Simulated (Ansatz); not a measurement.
# Σ5 (310) boundary in bcc Mo, starting shift (0.5, 0.5): structure and resistance, part 3 of 3

Wanted: what the Σ5 (310) boundary in bcc Mo, starting shift (0.5, 0.5) costs an interconnect.

Ansatz 0.2.0; Ansatz plane-wave DFT, PBE, PAW files; relaxation of a bicrystal slab with its lowest layers held; PAW set soft_1 (the session's first sound run).

So far. Step 3 (Transmission across the boundary): Over the solved energies the transmission per spin lies between 1.35 and 1.43, out of 2.55 channels of the lead on average (up to 2.67). Step 4 (Specific resistance): Averaged over the energies near the Fermi level, 54.1 % of the channels pass, which makes 0.672 fΩ m².

### 5. Single-crystal slab for reference

The free faces cost energy too. A single-crystal slab with the same faces and held layers is relaxed, so that they cancel.

This step: Ansatz plane-wave DFT, PBE, PAW files; relaxation of a single-crystal slab with its lowest layers held; PAW set soft_1 (Ansatz 0.2.0).

System of this step: Mo slab, plane (3, 1, 0). The cell holds 20 atoms: 20 Mo. Its edges and angles: a = 5.219 Å, b = 3.147 Å, c = 29.908 Å, α = 90.0°, β = 90.0°, γ = 72.5°. It derives from Mo. Vacuum lies along c.

File input.yaml:

```yaml
crystal:
  lattice:
    - [5.2187091076, 0.0, 0.0]
    - [0.9488562014, 3.0005467684, 0.0]
    - [0.0, 0.0, 29.9082068143]
  atoms:
    - { symbol: Mo, position: [0.3999999998, 0.3000000001, 0.167178194] }
    - { symbol: Mo, position: [0.7999999998, 0.6000000001, 0.2004522978] }
    - { symbol: Mo, position: [0.1999999998, 0.9000000001, 0.2337264017] }
    - { symbol: Mo, position: [0.5999999999, 0.2000000001, 0.2670005055] }
    - { symbol: Mo, position: [0.9999999999, 0.5000000001, 0.3002746094] }
    - { symbol: Mo, position: [0.3999999999, 0.8000000001, 0.3335487132] }
    - { symbol: Mo, position: [0.7999999999, 0.1000000001, 0.3668228171] }
    - { symbol: Mo, position: [0.1999999999, 0.4000000001, 0.400096921] }
    - { symbol: Mo, position: [0.5999999999, 0.7000000001, 0.4333710248] }
    - { symbol: Mo, position: [0.9999999999, 1.0e-10, 0.4666451287] }
    - { symbol: Mo, position: [0.3999999999, 0.3000000001, 0.4999192325] }
    - { symbol: Mo, position: [0.7999999999, 0.6000000001, 0.5331933364] }
    - { symbol: Mo, position: [0.1999999999, 0.9, 0.5664674402] }
    - { symbol: Mo, position: [0.5999999999, 0.2, 0.5997415441] }
    - { symbol: Mo, position: [1.0, 0.5, 0.633015648] }
    - { symbol: Mo, position: [0.4, 0.8, 0.6662897518] }
    - { symbol: Mo, position: [0.8, 0.1, 0.6995638557] }
    - { symbol: Mo, position: [0.2, 0.4, 0.7328379595] }
    - { symbol: Mo, position: [0.6, 0.7, 0.7661120634] }
    - { symbol: Mo, position: [0.0, 0.0, 0.7993861672] }
kpoints:
  mp_grid: { grid: [8, 8, 1] }
hamiltonian:
  xc: pbe
  pseudopotentials: { kind: paw, azcp: { folder: soft_1 } }
scf:
  occupations: { method: fermi_dirac, width: 0.1 }
relax:
  f_tol: 0.03
  max_steps: 80
  constraints: [{ sites: [0, 1, 2, 3] }]
```

Command:

```sh
> ansatz run input.yaml --threads 4 --pin off --max-ram 15360MiB --backend cpu --events-out ev --progress --plain --runs-dir out
```

Numbers of over 12 decimals in the logs are rounded to 6 here.

What it wrote:

```text
Warning: crystal.symmetry: narrowed to the stabiliser of the relax constraints — unitary ops 4 → 2; lowered at sites 0, 1, 2, 3, 16, 17, 18, 19 (the operations that carried what is held of a site onto what its image site leaves free; the constrained walk keeps no symmetry that its constraints do not admit)
[...]
Crystal: 20 atoms, lattice volume = 468.332 Å³
Basis set: ecut = 420 eV, 9191 PW (Γ), exchange–correlation on 72×48×400 points (8 copies of the dense FFT grid, shifted against one another)
Bands: 168, of which v1, the nominal top of the filled ones, is band 140 counted from 1 (139 counted from 0)
Symmetry: 2 space group operations
k-points: 21 of 64 (time reversal used)
[...]
SCF iter   1: F=—  HF=-99131.069669 eV  |F-HF|=—  |Δ(HF+E_count)|=         —  Δρ=9.06e-2  dr2=2.53e2  ethr=3.10e-3  ⟨swp⟩=8.1  Hψ=15412  notcnv=0
[...]
SCF iter   9: F=-99114.692776 eV  HF=-99114.692782 eV  |F-HF|=5.30e-6  |Δ(HF+E_count)|=   3.28e-6  Δρ=2.79e-5  dr2=1.02e-5  ethr=8.04e-9  ⟨swp⟩=3.9  Hψ=13678  notcnv=0
SCF 1 converged in 9 iterations: F = -99114.692776 eV  dr2 = 1.02e-5
[...]
relax step   1: F+E_penalty+E_count = -99114.69277622 eV  Δ(F+E_penalty+E_count) = +0.000e0 eV  max|allowed force component| = 1.790e0 eV/Å  Δτ_max = 0.0000 Å  (9 SCF iters, dr2 threshold 2.25e-5 eV, accepted)
[...]
SCF iter   5: F=-99114.905286 eV  HF=-99114.905284 eV  |F-HF|=1.80e-6  |Δ(HF+E_count)|=   1.64e-5  Δρ=9.47e-5  dr2=9.35e-5  ethr=2.20e-9  ⟨swp⟩=3.0  Hψ=15383  notcnv=0
SCF 2 converged in 5 iterations: F = -99114.905286 eV  dr2 = 9.35e-5
[...]
relax step   2: F+E_penalty+E_count = -99114.90528575 eV  Δ(F+E_penalty+E_count) = -2.125e-1 eV  max|allowed force component| = 7.059e-1 eV/Å  Δτ_max = 0.1948 Å  (5 SCF iters, dr2 threshold 1.00e-4 eV, accepted)
[...]
SCF iter   6: F=-99114.942080 eV  HF=-99114.942099 eV  |F-HF|=1.90e-5  |Δ(HF+E_count)|=   5.32e-5  Δρ=5.03e-5  dr2=2.55e-5  ethr=1.11e-8  ⟨swp⟩=3.3  Hψ=15061  notcnv=0
SCF 3 converged in 6 iterations: F = -99114.942080 eV  dr2 = 2.55e-5
relax step   3: F+E_penalty+E_count = -99114.94208014 eV  Δ(F+E_penalty+E_count) = -3.679e-2 eV  max|allowed force component| = 1.815e-1 eV/Å  Δτ_max = 0.1027 Å  (6 SCF iters, dr2 threshold 3.11e-5 eV, accepted)
[...]
relax step   4: F+E_penalty+E_count = -99114.94809488 eV  Δ(F+E_penalty+E_count) = -6.015e-3 eV  max|allowed force component| = 1.453e-1 eV/Å  Δτ_max = 0.0578 Å  (7 SCF iters, dr2 threshold 2.18e-6 eV, accepted)
[...]
relax step   5: F+E_penalty+E_count = -99114.95123644 eV  Δ(F+E_penalty+E_count) = -3.142e-3 eV  max|allowed force component| = 5.098e-2 eV/Å  Δτ_max = 0.0521 Å  (7 SCF iters, dr2 threshold 1.39e-6 eV, accepted)
SCF iter   1: F=—  HF=-99114.955189 eV  |F-HF|=—  |Δ(HF+E_count)|=         —  Δρ=1.93e-3  dr2=1.62e-2  ethr=7.95e-5  ⟨swp⟩=2.0  Hψ=6035  notcnv=0
[...]
SCF iter   7: F=-99114.952552 eV  HF=-99114.952552 eV  |F-HF|=2.02e-8  |Δ(HF+E_count)|=   1.96e-7  Δρ=2.40e-6  dr2=5.72e-8  ethr=3.57e-11  ⟨swp⟩=5.1  Hψ=12372  notcnv=0
SCF 6 converged in 7 iterations: F = -99114.952552 eV  dr2 = 5.72e-8
relax step   6: F+E_penalty+E_count = -99114.95255194 eV  Δ(F+E_penalty+E_count) = -1.315e-3 eV  max|allowed force component| = 1.944e-2 eV/Å  Δτ_max = 0.0238 Å  (7 SCF iters, accepted)
SCF converged after 7 iterations
Free energy (F): -99114.952552 eV
[...]
Internal energy: -99114.417740 eV  (E = F + TS)
E sigma→0 (E₀):  -99114.685146 eV
Entropy (-TS):   -0.534812 eV (-26.741 meV/atom)
Fermi energy:    12.834108 eV
[...]
--- Forces (eV/Å), atoms counted from 1 ---
  atom   1  Mo     0.31876032    -0.10080086     1.79430759
  atom   2  Mo    -0.46502766     0.14705466    -0.37288863
  atom   3  Mo     0.09018294    -0.02851835    -0.96947558
  atom   4  Mo     0.06631568    -0.02097086    -0.45137391
  atom   5  Mo    -0.00355233     0.00112335    -0.00662659
  atom   6  Mo    -0.00207440     0.00065598     0.00086975
  atom   7  Mo    -0.00618506     0.00195589     0.00000330
  atom   8  Mo    -0.00763470     0.00241430    -0.00099909
  atom   9  Mo    -0.00291886     0.00092302     0.00360266
  atom  10  Mo    -0.00111539     0.00035272     0.00180083
  atom  11  Mo     0.00154442    -0.00048839    -0.00186278
  atom  12  Mo     0.00666665    -0.00210818     0.00112946
  atom  13  Mo     0.01026291    -0.00324542    -0.00114617
  atom  14  Mo     0.01738300    -0.00549699     0.00045595
  atom  15  Mo    -0.01331756     0.00421138     0.00329895
  atom  16  Mo     0.01434184    -0.00453529     0.01580046
  atom  17  Mo    -0.01944104     0.00614780     0.01064803
  atom  18  Mo     0.00910114    -0.00287803    -0.00544687
  atom  19  Mo    -0.00144084     0.00045563    -0.01456424
  atom  20  Mo    -0.01186542     0.00375217    -0.00743686
  max |Σ_I F_I| component: 9.63e-5 eV/Å
--- Relaxed structure (6 steps of the walk, 6 accepted, 0 SCFs on fresh bases) ---
  F+E_penalty+E_count = -99114.95255194 eV   max|allowed force component| = 1.944e-2 eV/Å
  atoms:
    - { symbol: Mo, position: [0.400000, 0.300000, 0.167178194] }
    - { symbol: Mo, position: [0.800000, 0.600000, 0.200452] }
    - { symbol: Mo, position: [0.200000, 0.900000, 0.2337264017] }
    - { symbol: Mo, position: [0.599999999865, 0.200000, 0.2670005055] }
    - { symbol: Mo, position: [1.002603, 0.498699, 0.300557] }
    - { symbol: Mo, position: [0.400813, 0.799593, 0.334399] }
    - { symbol: Mo, position: [0.798708, 0.100646, 0.367378] }
    - { symbol: Mo, position: [0.198703, 0.400649, 0.401209] }
    - { symbol: Mo, position: [0.598164, 0.700918, 0.434772] }
    - { symbol: Mo, position: [0.997556, 0.00122218, 0.468090] }
    - { symbol: Mo, position: [0.397900, 0.301050, 0.501979] }
    - { symbol: Mo, position: [0.797690, 0.601155, 0.535250] }
    - { symbol: Mo, position: [0.197082, 0.901459, 0.568860] }
    - { symbol: Mo, position: [0.597130, 0.201435, 0.602535] }
    - { symbol: Mo, position: [0.995912, 0.502044, 0.635683] }
    - { symbol: Mo, position: [0.393327, 0.803336, 0.669715] }
    - { symbol: Mo, position: [0.794450, 0.102775, 0.702512] }
    - { symbol: Mo, position: [0.197468, 0.401266, 0.737335] }
    - { symbol: Mo, position: [0.606262, 0.696869, 0.770203] }
    - { symbol: Mo, position: [-0.019266, 0.00963312, 0.796509] }
```

Run time: 4.2 min. Hardware: 4 threads of Arm Neoverse V2, shared host; peak memory 2.3 GiB; 16 min of CPU time.

The steps of the relaxation:

```csv
step,energy less that of the first step (eV),largest force component (eV/Å)
1,0.0000,1.7904
2,-0.2125,0.7059
3,-0.2493,0.1815
4,-0.2553,0.1453
5,-0.2585,0.0510
6,-0.2598,0.0194
```

The atoms that moved most (Å):

```csv
atom,dx,dy,dz,length
Mo18,-0.012,0.004,0.134,0.135
Mo20,-0.091,0.029,-0.086,0.129
Mo19,0.030,-0.009,0.122,0.126
Mo16,-0.032,0.010,0.102,0.108
Mo17,-0.026,0.008,0.088,0.092
Mo14,-0.014,0.004,0.084,0.085
Mo15,-0.019,0.006,0.080,0.082
Mo13,-0.014,0.004,0.072,0.073
```

The relaxed structure:

```
Mo
1.0
     5.21871    0.00000    0.00000
     0.94886    3.00055    0.00000
     0.00000    0.00000   29.90821
Mo
20
Direct
  0.40000 0.30000 0.16718
  0.80000 0.60000 0.20045
  0.20000 0.90000 0.23373
  0.60000 0.20000 0.26700
  0.00260 0.49870 0.30056
  0.40081 0.79959 0.33440
  0.79871 0.10065 0.36738
  0.19870 0.40065 0.40121
  0.59816 0.70092 0.43477
  0.99756 0.00122 0.46809
  0.39790 0.30105 0.50198
  0.79769 0.60115 0.53525
  0.19708 0.90146 0.56886
  0.59713 0.20144 0.60253
  0.99591 0.50204 0.63568
  0.39333 0.80334 0.66972
  0.79445 0.10278 0.70251
  0.19747 0.40127 0.73733
  0.60626 0.69687 0.77020
  0.98073 0.00963 0.79651
```

This step gave:

```
free energy             : -99114.9526 eV
energy at zero smearing : -99114.6851 eV
Fermi energy            : 12.83 eV
```

The largest force component on a free atom ends at 0.019 eV/Å, under the tolerance of 0.03, after 6 steps.

### 6. Bulk reference

The perfect crystal gives the energy per atom, for the atoms by which bicrystal and slab differ.

This step: Ansatz plane-wave DFT, PBE, PAW files; bulk reference; PAW set soft_1 (Ansatz 0.2.0).

System of this step: Mo. The structure is cubic, space group Im-3m (No. 229). The conventional cell has a = 3.147 Å, b = 3.147 Å, c = 3.147 Å, α = 90.00°, β = 90.00°, γ = 90.00°. Mo has 8 Mo at 2.73 Å nearest.

input.yaml, the sections that differ from step 5:

```yaml
crystal:
  lattice:
    - [-1.5735, 1.5735, 1.5735]
    - [1.5735, -1.5735, 1.5735]
    - [1.5735, 1.5735, -1.5735]
  atoms:
    - { symbol: Mo, position: [0.0, 0.0, 0.0] }
kpoints:
  mp_grid: { grid: [19, 19, 19] }
# hamiltonian, scf: as in step 5
# relax: removed
```

What it wrote:

```text
[...]
Crystal: 1 atoms, lattice volume = 15.583 Å³
Basis set: ecut = 420 eV, 321 PW (Γ)
Bands: 11, of which v1, the nominal top of the filled ones, is band 7 counted from 1 (6 counted from 0)
Symmetry: 48 space group operations
[...]
k-points: 220 of 6859
[...]
SCF iter   1: F=—  HF=-4956.682293 eV  |F-HF|=—  |Δ(HF+E_count)|=         —  Δρ=1.06e-1  dr2=1.75e0  ethr=3.10e-3  ⟨swp⟩=5.0  Hψ=13536  notcnv=0
[...]
SCF iter   6: F=-4956.064799 eV  HF=-4956.064799 eV  |F-HF|=2.67e-8  |Δ(HF+E_count)|=   1.10e-7  Δρ=3.18e-5  dr2=4.55e-8  ethr=7.14e-10  ⟨swp⟩=3.0  Hψ=5754  notcnv=0
SCF 1 converged in 6 iterations: F = -4956.064799 eV  dr2 = 4.55e-8
[...]
SCF converged after 6 iterations
Free energy (F): -4956.064799 eV
[...]
Internal energy: -4956.043863 eV  (E = F + TS)
E sigma→0 (E₀):  -4956.054331 eV
Entropy (-TS):   -0.020936 eV (-20.936 meV/atom)
Fermi energy:    21.155097 eV
[...]
```

The job ended after 0.45 s (4 threads; peak memory 0.28 GiB).

Numbers from this step:

```yaml
free_energy: -4956.0648 eV
energy_at_zero_smearing: -4956.0543 eV
fermi_energy: 21.16 eV
```

### 7. Boundary energy

This step: Ansatz plane-wave DFT, PBE, PAW files; bicrystal less single-crystal slab less bulk atoms, a boundary area; PAW set soft_1 (Ansatz 0.2.0).

This step gave:

```
excess energy of the cell : 1.613 eV
boundary energy           : 1.651 J/m²
```

The boundary costs 1.7 J/m².

By hand: 1.61 eV / 15.66 Å² × 16.02 = 1.65 J/m².

### 8. Summary of results

```
specific resistance of the boundary : 0.672 fΩ m²
share of channels that pass         : 0.541
boundary energy                     : 1.65 J/m²
```

In words: The boundary has a specific resistance of 0.67 fΩ m² and an energy of 1.7 J/m². The boundary reflects 46 % of the channels; 0.67 fΩ m² is 6.7×10⁻¹² Ω·cm². That equals the resistance of 12 nm of bulk Mo at 300 K (measured 5.52 µΩ cm, CRC Handbook of Chemistry and Physics, 84th ed., 2003, Electrical Resistivity of Pure Metals). In the relaxation the upper grain slid sideways by about 0.5 Å, so the result belongs to the position that it found, not to the starting one. One starting structure was relaxed; another shift or atom count at the boundary may lie lower.

[Logs are printed without paths, hosts, clocks, repeated set-up lines and the standing remarks that a program may print on its own settings, such as how far it seeks lower states.]

[Hosts, paths, dates, database ids (printed as entryN), source tags and the programs' standing remarks are cut or masked in the printed files.]
